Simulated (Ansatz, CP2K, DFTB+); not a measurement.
**Running (11,0) carbon nanotube bundle (132 atoms) with CP2K**

Aim: run (11,0) carbon nanotube bundle (132 atoms) in CP2K and see how near its forces come to a plane-wave reference, and at what cost.

Calculated with CP2K 2026.2; the method is named at each step.

## Step 1: Starting point

The cell holds 132 atoms: 132 C. Its edges and angles: a = 11.913 Å, b = 11.913 Å, c = 12.549 Å, α = 90.0°, β = 90.0°, γ = 120.0°. It derives from C (graphene). Graphene sheet (a = 2.46 Å) rolled into a (11,0) tube of diameter 8.61 Å, 3 periods, hexagonal bundle with 3.3 Å between walls; minimised with a classical potential (one cell length free). Then every atom was moved at random, 0.03 Å r.m.s. a Cartesian component. The structure's axis is c.

The yardstick, on the same geometry:

- method: Kohn-Sham DFT, PBE, PAW, plane waves (Ansatz 0.2.0); cutoff 420 eV, Γ point, fermi-dirac smearing of 0.05 eV; PAW set soft_2
- r.m.s. force component: 2.171 eV/Å
- longest force: 9.358 eV/Å
- pressure: 12.94 GPa
- gap (highest filled to lowest empty level): 0.7885 eV
- SCF cycles: 10
- time: 22 s on 4 threads of Intel Xeon Platinum 8124M at 3.00GHz (Skylake/Cascade Lake), shared host
- CPU time: 80 s

## Step 2: PBE, DZVP-MOLOPT-SR, 450/50 Ry, diagonalisation

Method: Kohn-Sham DFT, PBE, GTH-PBE pseudopotentials, Gaussian and plane waves, DZVP-MOLOPT-SR-GTH, diagonalisation.

input.inp

```
&GLOBAL
  PROJECT cell
  RUN_TYPE ENERGY_FORCE
  PRINT_LEVEL LOW
&END GLOBAL
&FORCE_EVAL
  METHOD QS
  STRESS_TENSOR ANALYTICAL
  &DFT
    BASIS_SET_FILE_NAME BASIS_MOLOPT
    POTENTIAL_FILE_NAME GTH_POTENTIALS
    &MGRID
      CUTOFF 450
      REL_CUTOFF 50
    &END MGRID
    &QS
      EPS_DEFAULT 1.0E-12
    &END QS
    &SCF
      SCF_GUESS ATOMIC
      EPS_SCF 1.0E-06
      MAX_SCF 200
      ADDED_MOS 59
      &DIAGONALIZATION
        ALGORITHM STANDARD
      &END DIAGONALIZATION
      &SMEAR ON
        METHOD FERMI_DIRAC
        ELECTRONIC_TEMPERATURE [K] 580
      &END SMEAR
      &MIXING
        METHOD BROYDEN_MIXING
        ALPHA 0.15
        NBROYDEN 8
      &END MIXING
      &PRINT
        &RESTART OFF
        &END RESTART
      &END PRINT
    &END SCF
    &XC
      &XC_FUNCTIONAL PBE
      &END XC_FUNCTIONAL
    &END XC
    &PRINT
      &MULLIKEN ON
      &END MULLIKEN
      &HIRSHFELD ON
        SHAPE_FUNCTION DENSITY
      &END HIRSHFELD
      &MO ON
        EIGENVALUES T
        OCCUPATION_NUMBERS T
        MO_INDEX_RANGE 253 276
        &EACH
          QS_SCF 0
        &END EACH
        ADD_LAST NUMERIC
      &END MO
    &END PRINT
  &END DFT
  &SUBSYS
    &CELL
      A 11.91347 0.00000 0.00000
      B -5.95673 10.31736 0.00000
      C 0.00000 0.00000 12.54944
    &END CELL
    &COORD
      C -1.70332 10.30818 1.48472
      C 4.08161 1.21735 0.81910
      C 3.59155 2.32656 1.57759
      C 2.83249 3.25172 0.85913
      C 4.12575 1.13697 3.58387
      C 3.56946 2.37578 2.87131
      C 1.77183 3.89408 1.49326
      C 0.57274 4.24301 0.86039
      C 2.79020 3.21293 3.60545
      C 1.81103 3.86746 2.92628
      C -0.62694 4.25354 1.47029
      C -1.80447 3.88768 0.81295
      C 0.59639 4.25777 3.57810
      C -0.62873 4.22733 2.97259
      C 9.14109 3.16784 1.54057
      C 8.34324 2.32017 0.83868
      C -1.75396 3.89202 3.56994
      C 9.09713 3.26998 2.87420
      C 7.79880 1.17473 1.50844
      C 1.66867 10.30653 0.84608
      C 8.29839 2.27859 3.60520
      C 7.78575 1.22704 2.94159
      C 1.82163 9.09651 1.54484
      C 2.36822 8.06415 0.85462
      C 7.62825 0.02280 3.58500
      C 1.87971 9.06875 2.94636
      C 3.16005 7.06120 1.46690
      C 4.23560 6.44237 0.79676
      C 2.30937 8.03237 3.59592
      C 3.18894 7.04851 2.93142
      C 5.33432 6.06650 1.48761
      C 6.59864 6.04742 0.86215
      C 4.17961 6.40729 3.60043
      C 5.37208 6.04463 2.91988
      C 7.75246 6.39800 1.51070
      C -3.11066 7.10051 0.81923
      C 6.62276 6.06630 3.56279
      C 7.76324 6.40842 2.82099
      C -2.30692 7.99657 1.49263
      C -1.83253 9.10094 0.75661
      C -3.14116 7.07946 3.67184
      C -2.33486 7.98141 2.90758
      C -1.80524 9.08650 3.60947
      C -1.64590 10.29600 2.95740
      C -1.57799 10.31684 5.64700
      C 4.11998 1.23881 4.95527
      C 3.63718 2.27209 5.62855
      C 2.79883 3.25802 5.03810
      C 4.09728 1.17515 7.83876
      C 3.63766 2.29520 7.06533
      C 1.72781 3.92431 5.64599
      C 0.61694 4.22486 4.99731
      C 2.79859 3.17011 7.76434
      C 1.74824 3.83837 7.10675
      C -0.59347 4.23311 5.70309
      C -1.79852 3.87861 4.98865
[... 72 atom lines left out ...]
      C -3.16040 7.08968 11.96727
      C -2.34463 7.98409 11.28333
      C -1.80971 9.07670 11.94882
      C 4.29898 0.02394 11.28232
    &END COORD
    &KIND C
      BASIS_SET DZVP-MOLOPT-SR-GTH-q4
      POTENTIAL GTH-PBE-q4
    &END KIND
  &END SUBSYS
  &PRINT
    &FORCES ON
    &END FORCES
    &STRESS_TENSOR ON
    &END STRESS_TENSOR
  &END PRINT
&END FORCE_EVAL
```

The run is started by

```
$ OMP_NUM_THREADS=1 mpirun -np 4 cp2k.psmp -i input.inp > output.txt
```

Numbers of over 12 decimals in the logs are rounded to 6 here.

What it wrote:

```text
CP2K| version string:                                       CP2K version 2026.2
 CP2K| Input file name                                                 input.inp
 GLOBAL| Basis set file name                                        BASIS_MOLOPT
 GLOBAL| Potential file name                                      GTH_POTENTIALS
 GLOBAL| Run type                                                   ENERGY_FORCE
 GLOBAL| Total number of message passing processes                             4
 GLOBAL| Number of threads for this process                                    1
 TOTAL NUMBERS AND MAXIMUM NUMBERS
  Total number of            - Atomic kinds:                                   1
                             - Atoms:                                        132
                             - Shell sets:                                   132
                             - Shells:                                       660
                             - Primitive Cartesian functions:                660
                             - Cartesian basis functions:                   1848
                             - Spherical basis functions:                   1716
  Maximum angular momentum of- Orbital basis functions:                        2
                             - Local part of the GTH pseudopotential:          2
                             - Non-local part of the GTH pseudopotential:      0
 SCF PARAMETERS         Density guess:                                    ATOMIC
                        max_scf:                                             200
                        eps_scf:                                        1.00E-06
                        added MOs                                        59    0
                        Mixing method:                            BROYDEN_MIXING
                                                charge density mixing in g-space
                        Smear method:                                FERMI_DIRAC
                        Electronic temperature [K]:                        580.0
                        Electronic temperature [a.u.]:                  1.84E-03
                        Accuracy threshold:                             1.00E-10
 Extrapolation method: initial_guess
 Number of electrons:                                                        528
 Number of occupied orbitals:                                                264
 Number of molecular orbitals:                                               323
 Number of orbital functions:                                               1716
 Number of independent orbital functions:                                   1716
 SCF WAVEFUNCTION OPTIMIZATION
  Step     Update method      Time    Convergence         Total energy    Change
     1 NoMix/Diag. 0.15E+00    7.5     0.92734552      -748.3042211281 -7.48E+02
     2 Broy./Diag. 0.15E+00   12.5     0.02038610      -712.7791094792  3.55E+01
     3 Broy./Diag. 0.15E+00   12.9     0.07427265      -741.8287320572 -2.90E+01
     4 Broy./Diag. 0.15E+00   12.9     0.01457100      -753.8575801906 -1.20E+01
[...]
19 Broy./Diag. 0.15E+00   12.7     0.00000173      -750.7529782332  4.07E-05
    20 Broy./Diag. 0.15E+00   12.7     0.00000038      -750.7529850732 -6.84E-06
  *** SCF run converged in    20 steps ***
  Electronic density on regular grids:       -527.9999999998        0.0000000002
  Core density on regular grids:              527.9999999995       -0.0000000005
  Total charge density on r-space grids:       -0.0000000003
  Total charge density g-space grids:          -0.0000000003
  Overlap energy of the core charge distribution:               6.33909e-05
  Self energy of the core charge distribution:              -1760.221046
  Core Hamiltonian energy:                                    561.515244
  Hartree energy:                                             681.243574
  Exchange-correlation energy:                               -233.290781
  Electronic entropic energy:                                  -3.86142e-05
  Fermi energy:                                                 0.123163
  Total energy:                                              -750.752985
  Total energy (extrapolated to T->0):                       -750.752966
 MO| EIGENVALUES AND OCCUPATION NUMBERS
 MO|
 MO|  Index      Eigenvalue [a.u.]        Eigenvalue [eV]             Occupation
 MO|    253               0.042179               1.147751               2.000000
 MO|    254               0.044989               1.224200               2.000000
 MO|    255               0.045098               1.227184               2.000000
[...]
MO|    275               0.180202               4.903551               0.000000
 MO|    276               0.191356               5.207069               0.000000
 MO| Sum:                                                             528.000000
 MO| E(Fermi):            0.123163 a.u.          3.351440 eV
 !-----------------------------------------------------------------------------!
                     Mulliken Population Analysis
 #  Atom  Element  Kind  Atomic population                           Net charge
       1     C        1          3.994755                              0.005245
       2     C        1          4.000661                             -0.000661
       3     C        1          3.999957                              0.000043
[...]
131     C        1          4.007711                             -0.007711
     132     C        1          3.996177                              0.003823
 # Total charge                            528.000000                  0.000000
 !-----------------------------------------------------------------------------!
 !-----------------------------------------------------------------------------!
                           Hirshfeld Charges
  #Atom  Element  Kind  Ref Charge     Population                    Net charge
      1       C      1       4.000          3.991                         0.009
      2       C      1       4.000          3.995                         0.005
      3       C      1       4.000          4.006                        -0.006
[...]
131       C      1       4.000          4.003                        -0.003
    132       C      1       4.000          3.998                         0.002
  Total Charge                                                           -0.000
 !-----------------------------------------------------------------------------!
 ENERGY| Total FORCE_EVAL ( QS ) energy [hartree]           -750.753014
 FORCES| Atomic forces [hartree/bohr]
 FORCES|   Atom     x               y               z               |f|
 FORCES|      1  8.85452049E-03  3.09194304E-03  2.41981779E-02   2.59521571E-02
 FORCES|      2  1.55192108E-02 -1.92417287E-02  3.96984509E-02   4.67659816E-02
 FORCES|      3  1.01820989E-02  2.15051373E-03 -1.08590457E-01   1.09087980E-01
[...]
FORCES|    131  6.61387348E-03  2.98600566E-02 -1.87216172E-02   3.58589634E-02
 FORCES|    132  1.19376218E-02 -5.36510251E-02  2.57929652E-03   5.50235593E-02
 FORCES| Sum     6.28533006E-05 -6.79877555E-05  1.85864392E-04
 FORCES| Total atomic force                                       2.07649813E-04
 STRESS| Analytical stress tensor [bar]
 STRESS|                        x                   y                   z
 STRESS|      x        9.96142194091E+04   2.05158544031E+03  -2.39829785087E+01
 STRESS|      y        2.05158544031E+03   8.79950523752E+04   5.24742724373E+03
 STRESS|      z       -2.39829785087E+01   5.24742724373E+03   2.20543466178E+05
 STRESS| 1/3 Trace                                             1.36050912654E+05
```

Elapsed: 4.7 min, on 4 MPI ranks of Intel Xeon Platinum 8124M at 3.00GHz (Skylake/Cascade Lake), shared host; peak memory 4.2 GiB.

Banners, paths, timers and routine set-up lines are dropped from the logs unmarked, and long logs keep their key lines alone; longer cuts are marked.

Numbers from this run, and their distance from the reference:

* r.m.s. force component: 2.204 eV/Å
* r.m.s. difference of force components: 38.74 meV/Å
* longest difference of force vectors: 133.4 meV/Å
* force difference over r.m.s. force: 1.785 %
* slope of forces against the reference's: 1.015
* correlation of force components: 1
* gap (highest filled to lowest empty level): 0.7928 eV
* gap difference: 0.0043 eV
* pressure: 13.61 GPa
* pressure difference: 0.6692 GPa

Levels nearest the highest filled one (eV from it): -1.81, -1.74, -1.73, -1.58, -1.53, -1.52, -1.50, -1.23, -0.57, -0.15, -0.05, 0.00, 0.79, 0.81, 0.95, 1.04, 1.09, 1.22, 1.43, 1.48, 1.66, 1.78, 1.94, 2.25.

Local excerpt of 10 atoms (numbers count through the whole input) about C41, which bears the longest force; x, y, z are measured from there.

| atom | x | y | z | distance (Å) | bonds | Hirshfeld charge (e) | Fx | Fy | Fz (eV/Å) |
| --- | --- | --- | --- | --- | --- | --- | --- | --- | --- |
| C41 | 0.00 | 0.00 | 0.00 | 0.00 | 3 | -0.01 | 0.12 | -0.33 | -9.48 |
| C80 | 0.00 | 0.05 | 1.27 | 1.27 | 3 | -0.01 | -2.53 | -2.73 | 7.65 |
| C42 | 0.81 | 0.90 | -0.76 | 1.43 | 3 | 0.01 | 0.68 | 0.50 | 0.41 |
| C38 | -1.01 | -0.67 | -0.85 | 1.48 | 3 | 0.00 | 0.91 | 0.19 | 6.88 |
| C83 | 0.77 | 0.91 | 2.04 | 2.36 | 3 | 0.00 | 0.83 | 1.02 | -0.49 |
| C37 | -2.15 | -1.01 | -0.11 | 2.38 | 3 | 0.00 | -1.63 | -0.64 | 0.55 |
| C79 | -1.07 | -0.66 | 2.03 | 2.39 | 3 | 0.01 | 1.90 | 1.01 | 0.38 |
| C43 | 1.34 | 2.01 | -0.06 | 2.41 | 3 | 0.00 | -0.30 | -1.12 | 0.85 |
| C35 | -1.02 | -0.68 | -2.16 | 2.48 | 3 | -0.01 | 2.18 | 0.74 | -2.84 |
| C39 | 0.83 | 0.92 | -2.18 | 2.51 | 3 | 0.00 | -0.18 | -0.48 | 0.96 |

Forces lie 1.8 % from the reference's, at 14 times its CPU time.

## Step 3: PBE+D3, DZVP-MOLOPT-SR, 450/50 Ry, diagonalisation

Method: Kohn-Sham DFT, PBE+D3, GTH-PBE pseudopotentials, Gaussian and plane waves, DZVP-MOLOPT-SR-GTH, diagonalisation.

Edit input.inp of step 2 so:

```diff
@@ -43,2 +43,10 @@
       &END XC_FUNCTIONAL
+      &VDW_POTENTIAL
+        POTENTIAL_TYPE PAIR_POTENTIAL
+        &PAIR_POTENTIAL
+          TYPE DFTD3
+          PARAMETER_FILE_NAME dftd3.dat
+          REFERENCE_FUNCTIONAL PBE
+        &END PAIR_POTENTIAL
+      &END VDW_POTENTIAL
     &END XC
@@ -68,3 +76,28 @@
     &COORD
-[... 132 atom lines left out: the same atoms as in the first run ...]
+      SCALED
+      C 0.35658 0.99911 0.11831
+      C 0.40160 0.11799 0.06527
+      C 0.41422 0.22550 0.12571
+      C 0.39534 0.31517 0.06846
+      C 0.40141 0.11020 0.28558
+      C 0.41475 0.23027 0.22880
+      C 0.33744 0.37743 0.11899
+      C 0.25370 0.41125 0.06856
+      C 0.38991 0.31141 0.28730
+      C 0.33944 0.37485 0.23318
+      C 0.15351 0.41227 0.11716
+      C 0.03694 0.37681 0.06478
+      C 0.25640 0.41268 0.28512
+      C 0.15209 0.40973 0.23687
+      C 0.92081 0.30704 0.12276
+      C 0.81276 0.22488 0.06683
+      C 0.04139 0.37723 0.28447
+      C 0.92207 0.31694 0.22903
+      C 0.71155 0.11386 0.12020
+      C 0.63954 0.99895 0.06742
+[... 108 atom lines left out ...]
+      C 0.07830 0.68716 0.95361
+      C 0.19012 0.77385 0.89911
+      C 0.28797 0.87975 0.95214
+      C 0.36201 0.00232 0.89903
     &END COORD
```

What it wrote:

```text
CP2K| version string:                                       CP2K version 2026.2
 CP2K| Input file name                                                 input.inp
 GLOBAL| Basis set file name                                        BASIS_MOLOPT
 GLOBAL| Potential file name                                      GTH_POTENTIALS
 GLOBAL| Run type                                                   ENERGY_FORCE
 GLOBAL| Total number of message passing processes                             4
 GLOBAL| Number of threads for this process                                    1
[... lines left out ...]
                        Smear method:                                FERMI_DIRAC
[... lines left out ...]
 Number of electrons:                                                        528
[... lines left out ...]
  Step     Update method      Time    Convergence         Total energy    Change
[... lines left out ...]
  *** SCF run converged in    20 steps ***
[... lines left out ...]
  Fermi energy:                                                 0.123163
  Total energy:                                              -751.058311
  Total energy (extrapolated to T->0):                       -751.058292
[... lines left out ...]
 MO| E(Fermi):            0.123163 a.u.          3.351441 eV
[... lines left out ...]
    132       C      1       4.000          3.998                         0.002
  Total Charge                                                           -0.000
 !-----------------------------------------------------------------------------!
 ENERGY| Total FORCE_EVAL ( QS ) energy [hartree]           -751.058340
 FORCES| Atomic forces [hartree/bohr]
 FORCES|   Atom     x               y               z               |f|
 FORCES|      1  9.48602289E-03  3.05769580E-03  2.42079576E-02   2.61793687E-02
 FORCES|      2  1.62595228E-02 -1.93706225E-02  3.98921061E-02   4.72331793E-02
 FORCES|      3  1.08470888E-02  2.46394601E-03 -1.08964187E-01   1.09530473E-01
[...]
FORCES|    131  7.34931378E-03  2.97429699E-02 -1.87074647E-02   3.58974360E-02
 FORCES|    132  1.26731041E-02 -5.38537879E-02  2.29941378E-03   5.53726047E-02
 FORCES| Sum     6.28349402E-05 -6.80253058E-05  1.85887490E-04
 FORCES| Total atomic force                                       2.07677227E-04
 STRESS| Analytical stress tensor [bar]
 STRESS|                        x                   y                   z
 STRESS|      x        9.56650745054E+04   2.09718864009E+03  -4.28434300961E+01
 STRESS|      y        2.09718864009E+03   8.39351733209E+04   5.23636119562E+03
 STRESS|      z       -4.28434300961E+01   5.23636119562E+03   2.23390616724E+05
 STRESS| 1/3 Trace                                             1.34330288183E+05
```

The job ended after 4.7 min (4 MPI ranks; peak memory 4.3 GiB; 19 min of CPU time).

Against the reference:

- r.m.s. force component: 2.213 eV/Å
- r.m.s. difference of force components: 55.4 meV/Å
- longest difference of force vectors: 163.4 meV/Å
- force difference over r.m.s. force: 2.552 %
- slope of forces against the reference's: 1.019
- correlation of force components: 0.9999
- gap (highest filled to lowest empty level): 0.7928 eV
- gap difference: 0.0043 eV
- pressure: 13.43 GPa
- pressure difference: 0.4971 GPa

Against the first run (1.8 %), the force difference from the reference is 2.6 %, at 1.0 times the CPU time; the model has changed, so this is no error of the program alone.

## Step 4: The ladder

Differences are against the plane-wave reference, forces as r.m.s. over components; share is that over the reference's r.m.s. force, slope the least-squares factor from reference forces to these. Total energies of different programs have different zeros and aren't compared.

| run | Δ force, r.m.s. (meV/Å) | share (%) | slope | Δ pressure (GPa) | Δ gap (eV) | cores | CPU time | memory (GiB) |
| --- | --- | --- | --- | --- | --- | --- | --- | --- |
| reference | - | - | - | - | - | 4 | 80 s | 2.0 |
| CP2K PBE, DZVP-MOLOPT-SR, 450/50 Ry, diagonalisation | 38.7 | 1.78 | 1.015 | 0.669 | 0.0043 | 4 | 19 min | 4.2 |
| CP2K PBE+D3, DZVP-MOLOPT-SR, 450/50 Ry, diagonalisation | 55.4 | 2.55 | 1.019 | 0.497 | 0.0043 | 4 | 19 min | 4.3 |

CPU time is summed over cores on a shared host, where runs went side by side, so it is rough. Symmetry, cutoffs, thresholds, outputs and thread counts weren't matched or tuned between programs; memory under MPI is the largest rank's times the ranks.

## Step 5: Results

```json
{"nearest in forces": "CP2K PBE, DZVP-MOLOPT-SR, 450/50 Ry, diagonalisation, 1.8 %", "its CPU time": "19 min"}
```

**Reading.** The PBE run in local orbitals differs by 1.8 % (CP2K PBE, DZVP-MOLOPT-SR, 450/50 Ry, diagonalisation); basis, grid and potentials can all enter. Rows with another functional or a dispersion term differ by 2.6 % (CP2K PBE+D3, DZVP-MOLOPT-SR, 450/50 Ry, diagonalisation), which mixes the change of model with differences of basis and potentials. None of the electronic-structure runs in the table takes under half the reference's CPU time of 80 s; they take 14 to 14 times as much. PBE gaps agree with the reference's 0.788 eV within 0.005 eV. These are spacings on the run's k-points, which needn't hold the band edges. The reference's stress is far from hydrostatic: its diagonal is 9.5, 8.3, 21.0 GPa, compression counted positive. The reference's pressure of 13 GPa belongs to a cell and atoms that aren't relaxed at this level. The electronic-structure runs sample only Γ, in a cell whose shortest periodic width is 10 Å.

[Also dropped from logs without a mark: logging warnings of Python, and SIESTA's first energy breakdown and zero terms.]

[Logs are printed without paths, hosts, clocks, repeated set-up lines and the standing remarks that a program may print on its own settings, such as how far it seeks lower states.]

[Hosts, paths, dates, database ids (printed as entryN), source tags and the programs' standing remarks are cut or masked in the printed files.]
